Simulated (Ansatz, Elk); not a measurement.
# Dielectric function and optical constants of InF (model structure), part 2 of 2

Aim: the dielectric function of InF (model structure), and the optical constants that follow from it. The cell was made here by substitution or stacking, whether or not such a phase is known. It was built so: All Cl replaced by F and Tl replaced by In in the Pm-3m structure of TlCl. The cell is first relaxed with Ansatz.

Elk 11.2.3 (patched build); DFT, PBE, all-electron APW+lo, Dirac cores, scalar-relativistic bands, independent-particle optical response without local fields.

So far: The structure; Relaxation.

**3. Ground state**

The self-consistent density comes first; it also tells whether there is a gap, which decides the occupations and the need for a Drude term.

This step: DFT, PBE, all-electron APW+lo, Dirac cores, scalar-relativistic bands, ground state (Elk 11.2.3 (patched build)).

The input, elk.in:

```
tasks
  0
  120

xctype
  20

nempty
  14

lorbcnd
  .true.

rgkmax
  7.0

swidth
  0.0018375

maxscl
  100

epsengy
  1e-05

sppath
  './'

avec
  6.359684083442 0.000000000000 0.000000000000
  0.000000000000 6.359684083442 0.000000000000
  0.000000000000 0.000000000000 6.359684083442

atoms
  2
  'In.in'
  1
  1.000000000000 0.000000000000 1.000000000000   0.000 0.000 0.000
  'F.in'
  1
  0.500000000000 0.500000000000 0.500000000000   0.000 0.000 0.000

ngridk
  10 10 10
```

Started as:

```bash
> OMP_NUM_THREADS=4 elk
```

Numbers of over 12 decimals in the logs are rounded to 6 here.

What it wrote:

```text
┌─────────────────────────┐
│ Elk code version 11.2.3 │
└─────────────────────────┘

All units are atomic (Hartree, Bohr, etc.)

┌─────────────────────────────────────────────────┐
│ Ground-state run starting from atomic densities │
└─────────────────────────────────────────────────┘

Lattice vectors :
   6.359684083       0.000000000       0.000000000
   0.000000000       6.359684083       0.000000000
   0.000000000       0.000000000       6.359684083

Reciprocal lattice vectors :
  0.9879712930       0.000000000       0.000000000
   0.000000000      0.9879712930       0.000000000
   0.000000000       0.000000000      0.9879712930

Unit cell volume      :    257.2211218
Brillouin zone volume :   0.9643462080

Muffin-tin inner radius fraction :   0.1000000000E-01

Nuclei treated as point charges

Species : 1 (In)
 parameters loaded from : In.in
 name : indium
 nuclear charge    :   -49.00000000
 electronic charge :    49.00000000
 atomic mass :    209300.4102
 muffin-tin radius :    2.600000000
 number of radial points in muffin-tin :   1193
 inner part over the whole radius :   0.9943151076E-02
 number on inner part of muffin-tin    :    850
 approximate nuclear radius :   0.8768807633E-04
 number of mesh points to nuclear radius :    427
 atomic positions (lattice), magnetic fields (Cartesian) :
  1 :   0.00000000  0.00000000  0.00000000    0.00000000  0.00000000  0.00000000

Species : 2 (F)
 parameters loaded from : F.in
 name : fluorine
 nuclear charge    :   -9.000000000
 electronic charge :    9.000000000
 atomic mass :    34631.97045
 muffin-tin radius :    2.000000000
 number of radial points in muffin-tin :    593
 inner part over the whole radius :   0.9949055222E-02
 number on inner part of muffin-tin    :    410
 approximate nuclear radius :   0.5278478738E-04
 number of mesh points to nuclear radius :    175
 atomic positions (lattice), magnetic fields (Cartesian) :
  1 :   0.50000000  0.50000000  0.50000000    0.00000000  0.00000000  0.00000000

Total number of atoms per unit cell :    2
Total muffin-tin volume :    107.1324983
 ratio of muffin-tin to unit cell volume :   0.4164996153

Spin treatment :
 spin-unpolarised

Number of Bravais lattice symmetries :   48
Number of crystal symmetries         :   48
Crystal has inversion symmetry
Real symmetric eigensolver will be used

k-point grid :     10    10    10
k-point offset :    0.000000000       0.000000000       0.000000000
k-point set is reduced with full crystal symmetry group
Total number of k-points :       56

Muffin-tin radius times maximum |G+k| :    7.000000000
 using average radius
Maximum |G+k| for APW functions       :    3.043478261
Maximum (1/2)|G+k|²                   :    4.631379962
Maximum |G| for potential and density :    12.00000000
Constant for pseudocharge density :    8
 order of it for each species :   15  15
 order of it for pair densities of each species (exact exchange by exxq0 0: 15) :   13   6
Radial integration step length :    1

G-vector grid sizes :     25    25    25
Number of G-vectors :     7497

Maximum angular momentum used for
 APW functions            :    8
 outer part of muffin-tin :    6
 inner part of muffin-tin :    2

Total nuclear charge    :   -58.00000000
Total core charge       :    32.00000000
Total valence charge    :    26.00000000
Total excess charge     :    0.000000000
Total electronic charge :    58.00000000

Effective Wigner radius, rₛ :    1.019209215

Number of empty states         :     28
Total number of valence states :     42
Total number of core states    :     32

Conduction state local-orbitals added automatically
Third-order local-orbitals added for an l without core states : F
Total number of local-orbitals :    123

Exchange-correlation functional :     20     0     0
 Perdew-Burke-Ernzerhof, Phys. Rev. Lett. 77, 3865 (1996)
 gradient requirement :    1
 generalised gradient approximation (GGA)

Smearing type :    3
 Fermi-Dirac
Smearing width :   0.1837500000E-02
Effective electronic temperature (K) :    580.2366081

Mixing type :    3
 Broyden mixing, J. Phys. A: Math. Gen. 17, L317 (1984)

Kohn-Sham potential initialised from atomic data

┌──────────────────────────────┐
│ Self-consistent loop started │
└──────────────────────────────┘

┌─────────────────┐
│ Loop number : 1 │
└─────────────────┘

Energies :
 Fermi                       :     0.23519440548627E-01
 sum of occupied eigenvalues :     -3600.5155047835
 electron kinetic            :      6281.7648454702
 core electron kinetic       :      6045.2655464553
 Coulomb                     :     -12094.457492786
 Coulomb potential           :     -9656.7017009958
 nuclear-nuclear             :     -609.26610321716
 electron-nuclear            :     -13327.201419328
 Hartree                     :      1842.0100297591
 Madelung                    :     -7266.1066422878
 xc potential                :     -225.57864925790
 exchange                    :     -167.69998847687
 correlation                 :     -2.930665
 electron entropic           :    -0.67037799890214E-04
 total energy                :     -5983.3233679341

Density of states at Fermi energy :    6.573506002
 (states/Hartree/unit cell)

Estimated indirect band gap :   0.4810073938E-02
 from k-point 54 to k-point 26
Estimated direct band gap   :   0.8059035866E-01
 at k-point 26

Charges :
 core                        :    32.00000000
 valence                     :    26.00000000
 interstitial                :    1.779288139
 muffin-tins (core leakage)
  species : 1 (In)
   atom 1                    :    46.97642473     (  0.1300302105E-03)
  species : 2 (F)
   atom 1                    :    9.244287126     ( -0.2954247011E-06)
 total in muffin-tins        :    56.22071186
 total calculated charge     :    57.99993820
 total charge                :    58.00000000
 error                       :   0.6180197635E-04

┌─────────────────┐
│ Loop number : 2 │
└─────────────────┘

Energies :
 Fermi                       :     0.24196104319353E-01
 sum of occupied eigenvalues :     -3600.4860372756
 electron kinetic            :      6281.6244873538
 core electron kinetic       :      6045.1929138582
 Coulomb                     :     -12094.440039719
 Coulomb potential           :     -9656.6531039966
 nuclear-nuclear             :     -609.26610321716
 electron-nuclear            :     -13327.212777590
 Hartree                     :      1842.0388410883
 Madelung                    :     -7266.1134877210
 xc potential                :     -225.45742063270
 exchange                    :     -167.69378109032
 correlation                 :     -2.930656
 electron entropic           :    -0.66963662553272E-04
 total energy                :     -5983.4400568579

Density of states at Fermi energy :    6.600337586
 (states/Hartree/unit cell)

Estimated indirect band gap :   0.5313622365E-02
 from k-point 54 to k-point 26
Estimated direct band gap   :   0.8012420873E-01
 at k-point 26

Charges :
 core                        :    32.00000000
 valence                     :    26.00000000
 interstitial                :    1.783289057
 muffin-tins (core leakage)
  species : 1 (In)
   atom 1                    :    46.97980708     (  0.1299441980E-03)
  species : 2 (F)
   atom 1                    :    9.236903860     ( -0.2954246359E-06)
 total in muffin-tins        :    56.21671094
 total calculated charge     :    57.99993847
 total charge                :    58.00000000
 error                       :   0.6153384570E-04

RMS change in Kohn-Sham potential (target) :   0.8751945395     (  0.1000000000E-05)
Absolute change in total energy (target)   :   0.1166889238     (  0.1000000000E-04)

[... 14 loops left out ...]

┌──────────────────┐
│ Loop number : 17 │
└──────────────────┘

Energies :
 Fermi                       :     0.113928
 sum of occupied eigenvalues :     -3595.9007939590
 electron kinetic            :      6280.6275837926
 core electron kinetic       :      6044.9530745210
 Coulomb                     :     -12093.412868415
 Coulomb potential           :     -9654.3796642446
 nuclear-nuclear             :     -609.26610321716
 electron-nuclear            :     -13327.286809364
 Hartree                     :      1843.1400441670
 Madelung                    :     -7266.2230362922
 xc potential                :     -222.14871350697
 exchange                    :     -167.45739489463
 correlation                 :     -2.930142
 electron entropic           :    -0.18946310311149E-04
 total energy                :     -5983.1728406865

Density of states at Fermi energy :    1.743151281
 (states/Hartree/unit cell)

Estimated indirect band gap :   0.1020994628E-01
 from k-point 6 to k-point 11
Estimated direct band gap   :   0.4766415096E-01
 at k-point 11

Charges :
 core                        :    32.00000000
 valence                     :    26.00000000
 interstitial                :    1.925827348
 muffin-tins (core leakage)
  species : 1 (In)
   atom 1                    :    47.15731051     (  0.1268639442E-03)
  species : 2 (F)
   atom 1                    :    8.916862145     ( -0.2954233591E-06)
 total in muffin-tins        :    56.07417265
 total calculated charge     :    57.99994862
 total charge                :    58.00000000
 error                       :   0.5137569025E-04

RMS change in Kohn-Sham potential (target) :   0.1861468295E-07 (  0.1000000000E-05)
Absolute change in total energy (target)   :   0.4816397450E-05 (  0.1000000000E-04)

Convergence targets achieved

┌──────────────────┐
│ Loop number : 18 │
└──────────────────┘

Energies :
 Fermi                       :     0.113928
 sum of occupied eigenvalues :     -3595.9007943114
 electron kinetic            :      6280.6275835973
 core electron kinetic       :      6044.9530743893
 Coulomb                     :     -12093.412868354
 Coulomb potential           :     -9654.3796642480
 nuclear-nuclear             :     -609.26610321716
 electron-nuclear            :     -13327.286809255
 Hartree                     :      1843.1400441174
 Madelung                    :     -7266.2230362303
 xc potential                :     -222.14871366064
 exchange                    :     -167.45739489429
 correlation                 :     -2.930142
 electron entropic           :    -0.18946317085444E-04
 total energy                :     -5983.1728408223

Density of states at Fermi energy :    1.743151928
 (states/Hartree/unit cell)

Estimated indirect band gap :   0.1020994654E-01
 from k-point 6 to k-point 11
Estimated direct band gap   :   0.4766414707E-01
 at k-point 11

Charges :
 core                        :    32.00000000
 valence                     :    26.00000000
 interstitial                :    1.925827362
 muffin-tins (core leakage)
  species : 1 (In)
   atom 1                    :    47.15731050     (  0.1268639432E-03)
  species : 2 (F)
   atom 1                    :    8.916862141     ( -0.2954234097E-06)
 total in muffin-tins        :    56.07417264
 total calculated charge     :    57.99994862
 total charge                :    58.00000000
 error                       :   0.5137569261E-04

┌──────────────────────────────┐
│ Self-consistent loop stopped │
└──────────────────────────────┘

Warning : core states of species 1 leak from the muffin-tin :   0.1268639432E-03

Wrote STATE.OUT
```

It took 9.8 s on 4 threads of Arm Neoverse V2, shared host; peak memory 0.11 GiB; 31 s of CPU time.

Read-outs, printed or worked out from the files:

| Item | Value |
| --- | --- |
| total energy | -5983 Ha |
| Fermi energy | 3.100 eV |
| DOS at the Fermi level | 0.06406 states/eV/cell |

There are states at the Fermi level within the smearing, so the occupations stay smeared and the carriers get a Drude term.

**4. Independent particles**

The spectrum is a sum over vertical transitions between filled and empty bands at the fixed density, so many empty bands are needed.

This step: DFT, PBE, all-electron APW+lo, Dirac cores, scalar-relativistic bands, independent-particle optical response without local fields (Elk 11.2.3 (patched build)).

elk.in: that of step 3 with these lines changed.

```diff
@@ -1,4 +1,9 @@
 tasks
-  0
-  120
+  121
+
+optcomp
+  1 1
+
+intraband
+  .true.
 
@@ -17,9 +22,7 @@
 swidth
-  0.0018375
+  0.0036749
 
-maxscl
-  100
-
-epsengy
-  1e-05
+wplot
+  400 100 0
+  0.0 0.80849
```

Started as:

```bash
> OMP_NUM_THREADS=4 elk
```

What it wrote:

```text
┌─────────────────────────────────┐
│ Elk code version 11.2.3 started │
└─────────────────────────────────┘

Info(readinput): the functional depends on the density's gradient
 muffin-tin radial points multiplied by    2.00000
 (not where nrmtscf is given)

┌────────────────────┐
│ Current task : 121 │
└────────────────────┘

Info(dielectric):
 dielectric tensor written to EPSILON_ij.OUT
 optical conductivity written to SIGMA_ij.OUT
 plasma frequency written to PLASMA_ij.OUT
 for components
  i = 1, j = 1

┌──────────────────┐
│ Elk code stopped │
└──────────────────┘
```

The job ended after 1.5 s (4 threads; peak memory 0.04 GiB; 5.8 s of CPU time).

Read-outs, printed or worked out from the files:

```
centre of weight of the strongest loss peak in the window : 11.02 eV
Drude plasma energy, first axis                           : 1.203 eV
```

The Im ε, E ∥ x has structure finer than the step of the table below, so its rows give means over 1 eV, whole bins alone (the curve runs from 0.330 to 21.9 eV). Peaks (eV: height): 1.3: 9.41, 2.3: 9.04, 3.4: 13.2, 3.9: 14.8, 4.4: 8.64, 5.0: 8.05, 6.5: 4.37.

Sum at mesh points, not converged in k. The Im ε, E ∥ x by photon energy; means over each step:

photon energy (eV), Im ε, E ∥ x and a bar:
```
        1        3.5 ###########
        2        4.7 ###############
        3        8.0 ###########################
        4        8.9 ##############################
        5        6.3 #####################
        6        3.2 ##########
        7        3.3 ##########
        8        1.7 #####
        9        1.4 ####
       10        0.9 ##
       11        0.6 #
       12        0.5 #
       13        0.5 #
       14        0.7 #
       15        0.9 ##
       16        0.8 ##
       17        0.8 ##
       18        0.6 #
       19        0.5 #
       20        0.3 
       21        0.5 #
```

Values under 1 per cm are given as 1; sum at mesh points, not converged in k. Absorption coefficient, E ∥ x against photon energy:

| photon energy (eV) | absorption coefficient, E ∥ x (1/cm) |
| --- | --- |
| 0.99 | 42008 |
| 1.98 | 76299 |
| 3.03 | 3.0e5 |
| 4.02 | 9.5e5 |
| 5.01 | 1.1e6 |
| 6.00 | 6.5e5 |
| 6.99 | 1.0e6 |
| 7.98 | 9.0e5 |
| 9.02 | 8.0e5 |
| 10.01 | 7.0e5 |
| 11.00 | 5.8e5 |
| 11.99 | 3.5e5 |
| 12.98 | 3.1e5 |
| 14.03 | 3.8e5 |
| 15.02 | 6.9e5 |
| 16.01 | 5.7e5 |
| 17.00 | 8.2e5 |
| 17.99 | 7.4e5 |
| 18.98 | 6.4e5 |
| 20.02 | 3.7e5 |
| 21.01 | 6.5e5 |

The reflectivity at normal incidence, E ∥ x has structure finer than the step of the table below, so its rows give means over 1 eV, whole bins alone (the curve runs from 0.330 to 21.9 eV). Peaks (eV: height): 1.3: 36.7, 2.3: 34.6, 3.4: 42.2, 4.0: 50.5, 4.5: 41.6, 5.7: 49.2, 7.8: 42.2.

Sum at mesh points, not converged in k. Reflectivity at normal incidence, E ∥ x against photon energy; means over each step:

photon energy (eV), reflectivity at normal incidence, E ∥ x (%) and a bar:
```
        1       27.7 #####################
        2       27.1 #####################
        3       33.5 ##########################
        4       38.1 ##############################
        5       38.4 ##############################
        6       31.1 ########################
        7       32.6 #########################
        8       34.5 ###########################
        9       22.4 #################
       10       21.5 ################
       11       14.6 ###########
       12        4.5 ##
       13        2.0 
       14        2.4 #
       15        4.4 ##
       16        3.7 ##
       17        6.0 ####
       18        4.4 ##
       19        2.7 #
       20        1.5 
       21        2.0
```

The loss function −Im 1/ε at q → 0, E ∥ x has structure finer than the step of the table below, so its rows give means over 0.5 eV, whole bins alone (the curve runs from 0.330 to 21.9 eV). Peaks (eV: height): 0.39: 0.349, 9.08: 0.856, 11.06: 2.24, 18.15: 1.16, 19.47: 0.918, 21.12: 0.660.

Sum at mesh points, not converged in k. Loss function −Im 1/ε at q → 0, E ∥ x against energy loss; means over each step:

| energy loss (eV) | loss function −Im 1/ε at q → 0, E ∥ x |
| --- | --- |
| 1.0 | 0.0209 |
| 1.5 | 0.0750 |
| 2.0 | 0.0362 |
| 2.5 | 0.0643 |
| 3.0 | 0.0561 |
| 3.5 | 0.0849 |
| 4.0 | 0.109 |
| 4.5 | 0.140 |
| 5.0 | 0.142 |
| 5.5 | 0.178 |
| 6.0 | 0.357 |
| 6.5 | 0.260 |
| 7.0 | 0.289 |
| 7.5 | 0.311 |
| 8.0 | 0.479 |
| 8.5 | 0.681 |
| 9.0 | 0.723 |
| 9.5 | 0.695 |
| 10.0 | 1.15 |
| 10.5 | 1.12 |
| 11.0 | 1.77 |
| 11.5 | 1.17 |
| 12.0 | 0.991 |
| 12.5 | 0.690 |
| 13.0 | 0.516 |
| 13.5 | 0.519 |
| 14.0 | 0.462 |
| 14.5 | 0.481 |
| 15.0 | 0.498 |
| 15.5 | 0.677 |
| 16.0 | 0.547 |
| 16.5 | 0.601 |
| 17.0 | 0.881 |
| 17.5 | 0.790 |
| 18.0 | 0.990 |
| 18.5 | 0.556 |
| 19.0 | 0.631 |
| 19.5 | 0.771 |
| 20.0 | 0.425 |
| 20.5 | 0.416 |
| 21.0 | 0.565 |
| 21.5 | 0.499 |

From ε follow the optical constants at some laser and lamp lines:

| wavelength (nm) | n | k | R (%) | 1/α |
| --- | --- | --- | --- | --- |
| 1550 | 3.06 | 0.196 | 25.9 | 628 nm |
| 1064 | 3.60 | 0.576 | 33.0 | 147 nm |
| 633 | 3.05 | 0.364 | 26.2 | 138 nm |
| 450 | 3.08 | 1.172 | 31.6 | 31 nm |
| 405 | 3.32 | 1.056 | 32.9 | 30 nm |
| 365 | 2.74 | 2.215 | 42.1 | 13 nm |
| 308 | 1.63 | 2.244 | 45.4 | 11 nm |

In reflection the computed colour is grey: x = 0.313, y = 0.332, luminous reflectivity 30 %.

**5. Outcome**

| Item | Value |
| --- | --- |
| Drude plasma energy, first axis | 1.20 eV |
| centre of weight of the strongest loss peak in the window, first axis | 11.0 eV |

At this level (PBE, independent particles) InF is a semimetal or has a tiny gap, with few carriers whose number hangs on mesh and smearing, and a Drude plasma energy of 1.2 eV. The mesh is too coarse to trust the carriers' weight, the reflectivity or the colour to better than tens of per cent. The cell grew by 20.4 % in volume. Along x the bare Drude plasma energy is 1.2 eV; Re ε first rises through zero at 0.37 eV, far lower, because interband transitions screen the carriers. Im ε is 2.9 there, so the loss peak at that energy is weak. In reflection the computed colour is grey: x = 0.313, y = 0.332, luminous reflectivity 30 %. The carriers' damping of 0.1 eV is typed, not computed; at 0.8 eV the carriers give 23 % of Im ε along the first axis; the rest comes from the sum over bands, which at low energy also holds close bands and the noise of the mesh. Spin-orbit coupling is left out although heavy atoms are present. The cell grew by 20 % in the relaxation, which can come from the guessed start or, where layers or molecules are weakly bound, from the missing dispersion term; a larger cell lowers ε. The sum runs over mesh points 0.19 Å⁻¹ apart with no interpolation, so peaks are partly noise of the mesh, and the Drude plasma energy, a sum over the Fermi surface, isn't converged.

[Machine, clock and banner lines and Python warnings are left out of the logs.]

[Logs are printed without paths, hosts, clocks, repeated set-up lines and the standing remarks that a program may print on its own settings, such as how far it seeks lower states.]

[Hosts, paths, dates, database ids (printed as entryN), source tags and the programs' standing remarks are cut or masked in the printed files.]
